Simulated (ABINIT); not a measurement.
An input for ABINIT 10.8.3 (TiO2 (C2/c)):

```
acell 3*1.0 Angstrom
rprim 
  2.706034000000 -2.706655000000 -0.000000000000
  2.706034000000 2.706655000000 -0.000000000000
  -2.633531000000 -0.000000000000 4.796637000000
ntypat 2
znucl 22 8
natom 6
typat 1 1 2 2 2 2
xred 
  0.134110000000 0.865890000000 0.250000000000
  0.865890000000 0.134110000000 0.750000000000
  0.331221000000 0.088755000000 0.667149000000
  0.668779000000 0.911245000000 0.332851000000
  0.911245000000 0.668779000000 0.832851000000
  0.088755000000 0.331221000000 0.167149000000
pp_dirpath "pseudos"
pseudos "Ti.upf, O.upf"
ecut 38
ngkpt 4 4 2
nshiftk 1
shiftk 0 0 0
kptopt 1
chksymbreak 0
istwfk *1
occopt 1
irdwfk 1
optdriver 4
nband 68
gwcalctyp 0
ecutsigx 38
symsigma 1
nkptgw 6
kptgw 
  0.5000000000 0.5000000000 0.0000000000
  0.0000000000 0.0000000000 0.0000000000
  0.5000000000 0.0000000000 0.0000000000
  0.0000000000 0.0000000000 0.5000000000
  0.5000000000 0.0000000000 0.5000000000
  0.5000000000 0.5000000000 0.5000000000
bdgw 
  23 26
  23 26
  23 26
  23 26
  23 26
  23 26
ecuteps 10.1
irdscr 1
ppmodel 1
indata_prefix "in"
outdata_prefix "out"
tmpdata_prefix "tmp"
```

```sh
OMP_NUM_THREADS=1 mpirun -n 4 abinit run.abi > log
```

**Question.** How long will it take on 4 MPI ranks of Arm Neoverse V2, shared host, and how much memory?

It took 2.5 min; on shared hardware allow 76 s to 5.1 min. Peak host memory was 3.0 GiB.

[Paths, hosts, dates, memory and timing lines, banners, echoed tables and standing remarks are left out of the program output.]

[Logs are printed without paths, hosts, clocks, repeated set-up lines and the standing remarks that a program may print on its own settings, such as how far it seeks lower states.]

[Runs of the session that timed out or met a known fault of the program may be left out.]

[Hosts, paths, dates, database ids (printed as entryN), source tags and the programs' standing remarks are cut or masked in the printed files.]

[G0W0 gaps are taken among the corrected bands and points alone; a level outside them can change the order at an edge.]

[Where Ansatz stands beside ABINIT at settings called matched, ABINIT's density can come from a denser mesh and the files from another edition; pairs whose starting gaps differed by over 0.03 eV were left out, so agreement reads better than it is.]
